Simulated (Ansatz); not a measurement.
**The stack of 1T-SnS2 under 1T-PbSTe , shifted by a third of the diagonal between two gates**

Aim: screening and gap of the neutral stack of 1T-SnS2 under 1T-PbSTe , shifted by a third of the diagonal between oppositely charged gates.

Method: plane-wave DFT, PBE-D3(BJ), Ansatz PAW, in the first sound run; inputs show where later runs differ, in Ansatz 0.2.0.

The raw output is cut from this account; settings, times and results stay.

## (1) Set-up

The cell holds 6 atoms: 3 S, 1 Sn, 1 Te and 1 Pb. Its edges and angles: a = 3.673 Å, b = 3.673 Å, c = 46.598 Å, α = 90.0°, β = 90.0°, γ = 120.0°. Regions: layer 1: 1T-SnS2, 3 atoms (2 S and 1 Sn); layer 2: 1T-PbSTe, 3 atoms (1 Te, 1 Pb and 1 S). Vacuum lies along c.

## (2) Relaxing the slab

The starting cell is a guess, so the in-plane lattice and the atoms are relaxed first, with the slab cut off from its images along the normal.

Input file input.yaml:

```yaml
crystal:
  lattice:
    - [3.672846, 0.0, 0.0]
    - [-1.836423, 3.1807779402, 0.0]
    - [0.0, 0.0, 46.5978983838]
  atoms:
    - { symbol: S, position: [0.6666666667, 0.3333333333, 0.4163277889] }
    - { symbol: Sn, position: [0.0, 0.0, 0.4358047063] }
    - { symbol: S, position: [0.3333333333, 0.6666666667, 0.4552816238] }
    - { symbol: Te, position: [0.0, 0.0, 0.522881239] }
    - { symbol: Pb, position: [0.3333333333, 0.6666666667, 0.5596492571] }
    - { symbol: S, position: [0.6666666667, 0.3333333333, 0.5836722111] }
  periodic: [true, true, false]
kpoints:
  mp_grid: { grid: [12, 12, 1] }
hamiltonian:
  xc: pbe
  dispersion: d3bj
scf:
  occupations: { method: fermi_dirac, width: 0.05 }
  convergence: { dr2_threshold: 1.0e-09 }
relax:
  f_tol: 0.004
  max_steps: 90
  cell: {}
output:
  write_potential: true
  write_density: true
  volumetric_format: npy
```

Started as:

```bash
ansatz run input.yaml --threads 4 --pin off --max-ram 6144MiB --backend cpu --events-out ev --progress --plain --runs-dir out
```

Run time: 2.1 min. Hardware: 4 threads of Arm Neoverse V2, shared host; peak memory 1.1 GiB; 8.3 min of CPU time.

Step by step:

```tsv
step	energy less that of the first step (eV)	largest force component (eV/Å)	volume (Å³)
1	0.0000	6.4786	544.38
2	-3.9912	3.8458	562.10
3	-5.4238	1.9426	568.40
4	-5.9577	0.6505	572.31
5	-6.1631	0.3760	573.58
6	-6.2678	0.2134	570.80
7	-6.3370	0.2150	558.73
8	-6.3510	0.0362	555.57
9	-6.3533	0.0643	550.38
10	-6.3537	0.0144	551.10
11	-6.3537	0.0033	551.02
12*	-6.3541	0.0033	551.02
```

Relaxation steps marked * repeat the geometry before them on a plane-wave basis chosen anew for their cell, so energy and pressure can jump there.

The run keeps the 6 symmetry operations that the program found, so distortions that break them were not tested.

```tsv
cell as run	before	after	change
a (Å)	3.673	3.695	+0.6 %
b (Å)	3.673	3.695	+0.6 %
```

The atoms that moved most (Å, along periodic axes as changes of fractional coordinates times the final cell, across vacuum about the mean position):

```tsv
atom	dx	dy	dz	length
S6	0.000	0.000	1.171	1.171
S1	0.000	0.000	-1.148	1.148
Pb5	0.000	0.000	0.710	0.710
Sn2	0.000	0.000	-0.584	0.584
Te4	0.000	0.000	-0.151	0.151
```

The relaxed structure:

```xyz
6
Lattice="3.6952 0.0000 0.0000 -1.8476 3.2001 0.0000 0.0000 0.0000 46.5979" Properties=species:S:1:pos:R:3
S     1.8476    1.0667   18.2523
Sn    0.0000    0.0000   19.7235
S     0.0000    2.1334   21.2165
Te    0.0000    0.0000   24.2140
Pb    0.0000    2.1334   26.7888
S     1.8476    1.0667   28.3691
```

Numbers from this step:

```
energy at zero smearing : -27619.4057 eV
```

The lattice constant a goes from 3.673 to 3.695 Å.

## (3) Gated layer, displacement field 0

The slab is cut off from its images along the normal. Two sheets of opposite charge stand for the gates, so the stack stays neutral in a displacement field; barriers ahead of the sheets keep electrons from leaking to them. The uncharged case sets the zero.

The cell differs from the one that the last finished run ended in (c 46.598 → 47.917 Å).

Input file input.yaml:

```yaml
crystal:
  lattice:
    - [3.6951725458, 0.0, 0.0]
    - [-1.8475862729, 3.200113296, 0.0]
    - [0.0, 0.0, 47.9168651664]
  atoms:
    - { symbol: S, position: [0.6666666667, 0.3333333333, 0.3944331486] }
    - { symbol: Sn, position: [0.0, 0.0, 0.4251377958] }
    - { symbol: S, position: [0.3333333333, 0.6666666667, 0.4562953955] }
    - { symbol: Te, position: [0.0, 0.0, 0.5188516195] }
    - { symbol: Pb, position: [0.3333333333, 0.6666666667, 0.5725855999] }
    - { symbol: S, position: [0.6666666667, 0.3333333333, 0.6055668514] }
  periodic: [true, true, false]
  symmetry: { detect: true }
kpoints:
  mp_grid: { grid: [24, 24, 1] }
  band_path:
    path: [[0, 0, 0], [0.5, 0, 0], [0.33333333, 0.33333333, 0], [0, 0, 0]]
    npoints: 16
hamiltonian:
  xc: pbe
  dispersion: d3bj
scf:
  occupations: { method: fermi_dirac, width: 0.02585 }
  convergence: { dr2_threshold: 1.0e-10 }
output:
  forces: true
  eigenvalues: true
  dos: { projected: true, e_range: [-3, 3], de: 0.01 }
  write_potential: true
  write_density: true
  volumetric_format: npy
  elf: true
external_charges:
  - { charge: 0, barrier: 10, axis: 3, height: 32.017, sigma: 0.25 }
  - { charge: 0, barrier: 10, axis: 3, height: 15.9, sigma: 0.25 }
```

Wall time 60 s (4 threads); peak memory 1.7 GiB; 3.9 min of CPU time.

Numbers from this step:

| Item | Value |
| --- | --- |
| energy at zero smearing | -27619.3958 eV |
| potential beyond the upper barrier and gate, less the barrier, from the Fermi level | 5.883 eV |

Running mean over a fixed 2.5 Å (it still follows the layers) of the planar mean; beyond a gate it holds the 10 eV model barrier. Table of electron's electrostatic potential energy less the Fermi level by z:

```tsv
z (Å)	electron's electrostatic potential energy less the Fermi level (eV)
4	15.5
5	15.5
6	15.5
7	15.5
8	15.5
9	15.5
10	15.5
11	15.5
12	15.5
13	15.5
14	15.5
15	14.0
16	10.0
17	5.59
18	0.981
19	-2.93
20	-4.47
21	-4.31
22	-2.31
23	0.407
24	1.13
25	-0.621
26	-2.19
27	-5.18
28	-6.85
29	-2.69
30	1.97
31	6.45
32	10.8
33	14.7
34	15.9
35	15.9
36	15.9
37	15.9
38	15.9
39	15.9
40	15.9
41	15.9
42	15.9
43	15.9
44	15.9
```

The density of states has structure finer than the step of the table below, so its rows give means over 0.1 eV. Peaks (eV: height): -2.92: 7.62, -2.23: 14.7, -2.13: 11.3, -1.81: 21.8, -1.41: 7.91, -0.58: 6.10, 1.35: 7.66.

Density of states against energy, zero at the Fermi level; means over each step:

energy (eV), density of states (states/eV a cell) and a bar:
```
     -2.9        5.0 #############
     -2.8        3.3 #########
     -2.7        3.6 #########
     -2.6        3.9 ##########
     -2.5        3.2 ########
     -2.4        3.5 #########
     -2.3        6.4 #################
     -2.2        9.4 ########################
     -2.1        6.3 #################
     -2.0        4.6 ############
     -1.9        5.7 ###############
     -1.8       11.5 ##############################
     -1.7        6.7 ##################
     -1.6        6.1 ################
     -1.5        5.8 ###############
     -1.4        6.0 ################
     -1.3        3.3 #########
     -1.2        3.3 #########
     -1.1        3.3 #########
     -1.0        2.6 #######
     -0.9        2.3 ######
     -0.8        2.1 ######
     -0.7        1.6 ####
     -0.6        3.1 ########
     -0.5        2.7 #######
     -0.4        2.5 #######
     -0.3        2.7 #######
     -0.2        2.4 ######
     -0.1        2.3 ######
      0.0        2.2 ######
      0.1        2.6 #######
      0.2        2.3 ######
      0.3        2.6 #######
      0.4        2.4 ######
      0.5        2.3 ######
      0.6        2.6 #######
      0.7        2.7 #######
      0.8        2.0 #####
      0.9        1.9 #####
      1.0        1.8 #####
      1.1        2.0 #####
      1.2        2.2 ######
      1.3        3.8 ##########
      1.4        3.3 #########
      1.5        2.2 ######
      1.6        2.3 ######
      1.7        0.0 
      1.8        0.0
```

Projected DOS per atom over height of the atomic layer and energy from the Fermi level. Layers: S Sn S Te Pb S from below.

Values in states/eV, 22 rows by 6 columns, each cell a mean:
```
0.00 0.00 0.00 0.00 0.00 0.00
0.31 0.44 0.32 0.03 0.01 0.01
0.73 0.95 0.75 0.39 0.05 0.04
0.53 0.67 0.54 0.52 0.04 0.04
0.31 0.41 0.32 0.65 0.05 0.07
0.25 0.33 0.26 0.93 0.17 0.33
0.22 0.29 0.23 0.98 0.23 0.43
0.11 0.11 0.09 1.28 0.28 0.51
0.04 0.03 0.03 1.57 0.26 0.44
0.05 0.03 0.04 1.35 0.31 0.54
0.07 0.04 0.06 1.31 0.38 0.70
0.12 0.04 0.12 1.36 0.23 0.65
0.12 0.01 0.17 0.97 0.08 0.80
0.25 0.02 0.35 1.23 0.15 1.00
0.79 0.02 0.91 0.76 0.30 1.07
1.69 0.05 1.81 0.74 0.40 1.34
2.55 0.09 2.40 1.05 0.51 1.93
1.10 0.11 1.05 0.69 0.36 1.54
2.30 0.22 1.72 1.40 0.63 2.09
0.89 0.17 0.68 0.60 0.33 0.89
0.76 0.21 0.53 0.76 0.40 1.03
0.83 0.30 0.69 1.14 0.56 1.11
```
Columns: height of the atomic layer (Å) from 18.9 to 29.0 (not evenly spaced); rows upwards: energy from the Fermi level (eV) from -2.98 to 1.97.

Electronic bands along the path, in eV, zero at the Fermi level:

```tsv
point	band 28	band 29	band 30	band 31	band 32	band 33	band 34	band 35
Γ	-0.72	-0.72	0.14	1.31	1.50	1.50	2.48	3.86
halfway	-1.41	-1.31	-1.10	0.34	0.70	1.21	3.04	3.75
M	-1.83	-1.60	-1.50	-0.61	0.13	0.32	2.57	3.41
halfway	-2.21	-1.94	-1.62	-0.93	-0.36	1.05	2.80	3.68
K	-2.22	-2.03	-1.82	-1.16	-0.62	1.35	2.94	3.16
halfway	-1.96	-1.73	-1.11	-0.22	0.51	1.51	3.36	4.11
Γ	-0.72	-0.72	0.14	1.31	1.50	1.50	2.48	3.86
```

ELF in the ca plane at fractional y = 0.000, with atoms of Sn and Te within 0.2 Å of it. It is the smooth field of the valence electrons, not physical close to the nuclei.

Values, 6 rows by 16 columns, each cell a mean:
```
0.08 0.23 0.09 0.23 0.07 0.47 0.30 0.35 0.43 0.08 0.07 0.06 0.01 0.00 0.00 0.00
0.42 0.42 0.25 0.42 0.33 0.26 0.56 0.52 0.29 0.24 0.34 0.44 0.13 0.01 0.00 0.00
0.71 0.60 0.20 0.60 0.63 0.11 0.31 0.26 0.26 0.32 0.55 0.75 0.31 0.02 0.00 0.00
0.66 0.57 0.22 0.58 0.58 0.13 0.43 0.36 0.25 0.30 0.51 0.70 0.26 0.01 0.00 0.00
0.27 0.33 0.23 0.33 0.21 0.34 0.51 0.51 0.33 0.18 0.24 0.29 0.07 0.00 0.00 0.00
0.05 0.21 0.04 0.21 0.05 0.50 0.25 0.30 0.46 0.06 0.04 0.03 0.01 0.00 0.00 0.00
```
Columns run along c (16.0 Å, from fractional 0.38 to 0.71 of the cell), rows up along a (3.7 Å). Atoms in or near the plane, at fractional coordinates: Sn at (0.43, 0.00), Te at (0.52, 0.00).

Electrostatic potential energy in the ca plane at fractional y = 0.000, with atoms of Sn and Te within 0.2 Å of it. With pseudopotentials it is smooth inside the atoms' cores, unlike the true potential.

Values in eV, 6 rows by 16 columns, each cell a mean:
```
 10  10  10  10   4   0  -1  -7 -10 -13  -5  -2 -14   0 -13  -4
 10  10  10  10   4   0  -1  -5 -15 -13  -4  -2  -8 -17  -6  -6
 10  10  10  10   4   0  -2  -7  -5  -5  -6  -2  -2  -4  -3 -11
 10  10  10  10   4   0  -2  -6  -6  -6  -6  -2  -3  -6  -4  -9
 10  10  10  10   4   0  -1  -5 -18 -16  -4  -2 -11 -18  -9  -5
 10  10  10  10   4   0  -1  -8  -4 -10  -5  -2 -13   7 -14  -3
```
Columns run along c (16.0 Å, from fractional 0.24 to 0.58 of the cell; values clipped at the 3rd and 97th percentile), rows up along a (3.7 Å). Atoms in or near the plane, at fractional coordinates: Sn at (0.43, 0.00), Te at (0.52, 0.00).

Valence density in the ca plane at fractional y = 0.000, with atoms of Sn and Te within 0.2 Å of it. It is the smooth field of the valence electrons, not physical close to the nuclei.

Values in units of 1e0 e/Å³, 6 rows by 16 columns, each cell a mean:
```
0.0 0.7 5.9 0.6 0.1 0.2 4.7 3.3 0.2 0.1 0.1 0.0 0.0 0.0 0.0 0.0
0.1 0.3 0.5 0.3 0.1 0.1 0.5 0.4 0.1 0.2 0.2 0.1 0.0 0.0 0.0 0.0
0.2 0.3 0.2 0.3 0.2 0.1 0.1 0.1 0.2 0.4 0.4 0.2 0.0 0.0 0.0 0.0
0.2 0.3 0.2 0.3 0.2 0.1 0.2 0.2 0.2 0.3 0.3 0.2 0.0 0.0 0.0 0.0
0.1 0.3 1.2 0.3 0.1 0.1 1.0 0.8 0.1 0.1 0.1 0.1 0.0 0.0 0.0 0.0
0.0 1.0 8.9 0.8 0.0 0.2 6.9 4.9 0.2 0.1 0.0 0.0 0.0 0.0 0.0 0.0
```
Columns run along c (16.0 Å, from fractional 0.38 to 0.71 of the cell), rows up along a (3.7 Å). Atoms in or near the plane, at fractional coordinates: Sn at (0.43, 0.00), Te at (0.52, 0.00).

There is no gap.

## (4) Gated layer, displacement field 0.905 V/nm

input.yaml: that of step 3 with these lines changed.

```diff
@@ -28,3 +28,2 @@
   eigenvalues: true
-  dos: { projected: true, e_range: [-3, 3], de: 0.01 }
   write_potential: true
@@ -32,5 +31,6 @@
   volumetric_format: npy
-  elf: true
 external_charges:
   - { charge: 0, barrier: 10, axis: 3, height: 32.017, sigma: 0.25 }
+  - { charge: -0.005912, axis: 3, height: 33.517, sigma: 0.42 }
   - { charge: 0, barrier: 10, axis: 3, height: 15.9, sigma: 0.25 }
+  - { charge: 0.005912, axis: 3, height: 14.4, sigma: 0.42 }
```

The job ended after 64 s (4 threads; peak memory 1.5 GiB; 4.2 min of CPU time).

This step gave:

| Item | Value |
| --- | --- |
| energy at zero smearing | -27619.3915 eV |
| potential beyond the upper barrier and gate, less the barrier, from the Fermi level | 6.208 eV |

The electronic bands at the labelled points (eV, zero at the Fermi level):

```tsv
point	band 28	band 29	band 30	band 31	band 32	band 33	band 34	band 35
Γ	-0.71	-0.71	0.14	1.29	1.50	1.50	2.45	3.86
halfway	-1.44	-1.31	-1.11	0.34	0.70	1.19	3.04	3.72
M	-1.82	-1.63	-1.52	-0.61	0.12	0.30	2.57	3.39
halfway	-2.23	-1.97	-1.63	-0.93	-0.36	1.02	2.81	3.68
K	-2.22	-2.05	-1.84	-1.16	-0.61	1.32	2.94	3.16
halfway	-1.97	-1.74	-1.12	-0.22	0.51	1.49	3.36	4.10
Γ	-0.71	-0.71	0.14	1.29	1.50	1.50	2.45	3.86
```

There is no gap.

Of the bands kept, 3 cross the Fermi level on this path.

## (5) Gated layer, displacement field 1.81 V/nm

input.yaml: that of step 4 with these lines changed.

```diff
@@ -33,4 +33,4 @@
   - { charge: 0, barrier: 10, axis: 3, height: 32.017, sigma: 0.25 }
-  - { charge: -0.005912, axis: 3, height: 33.517, sigma: 0.42 }
+  - { charge: -0.011825, axis: 3, height: 33.517, sigma: 0.42 }
   - { charge: 0, barrier: 10, axis: 3, height: 15.9, sigma: 0.25 }
-  - { charge: 0.005912, axis: 3, height: 14.4, sigma: 0.42 }
+  - { charge: 0.011825, axis: 3, height: 14.4, sigma: 0.42 }
```

It took 64 s on 4 threads; peak memory 1.6 GiB; 4.2 min of CPU time.

There is no gap.

## (6) Gated layer, displacement field 2.71 V/nm

input.yaml: that of step 5 with these lines changed.

```diff
@@ -33,4 +33,4 @@
   - { charge: 0, barrier: 10, axis: 3, height: 32.017, sigma: 0.25 }
-  - { charge: -0.011825, axis: 3, height: 33.517, sigma: 0.42 }
+  - { charge: -0.017737, axis: 3, height: 33.517, sigma: 0.42 }
   - { charge: 0, barrier: 10, axis: 3, height: 15.9, sigma: 0.25 }
-  - { charge: 0.011825, axis: 3, height: 14.4, sigma: 0.42 }
+  - { charge: 0.017737, axis: 3, height: 14.4, sigma: 0.42 }
```

Elapsed: 65 s, on 4 threads; peak memory 1.5 GiB.

There is no gap.

## (7) Gated layer, displacement field 3.62 V/nm

input.yaml: that of step 6 with these lines changed.

```diff
@@ -28,2 +28,3 @@
   eigenvalues: true
+  dos: { projected: true, e_range: [-3, 3], de: 0.01 }
   write_potential: true
@@ -31,6 +32,7 @@
   volumetric_format: npy
+  elf: true
 external_charges:
   - { charge: 0, barrier: 10, axis: 3, height: 32.017, sigma: 0.25 }
-  - { charge: -0.017737, axis: 3, height: 33.517, sigma: 0.42 }
+  - { charge: -0.02365, axis: 3, height: 33.517, sigma: 0.42 }
   - { charge: 0, barrier: 10, axis: 3, height: 15.9, sigma: 0.25 }
-  - { charge: 0.017737, axis: 3, height: 14.4, sigma: 0.42 }
+  - { charge: 0.02365, axis: 3, height: 14.4, sigma: 0.42 }
```

It took 65 s on 4 threads; peak memory 1.7 GiB.

There is no gap.

[end of part 1 of 2]

[Long decimals in the printed logs are rounded to 6 places.]

[Logs are printed without paths, hosts, clocks, repeated set-up lines and the standing remarks that a program may print on its own settings, such as how far it seeks lower states.]

[Hosts, paths, dates, database ids (printed as entryN), source tags and the programs' standing remarks are cut or masked in the printed files.]

[Maps of the electrostatic potential energy from Ansatz leave out the sawtooth potential of an applied field or a dipole correction, so their vacuum need not be flat; planar profiles and work functions include it.]

[The density of states shown here was stored with 400 of the rows of the run's finer table, so its peaks can read low, often by over a quarter, or be missed, and its means over a window can be off by a tenth or more.]
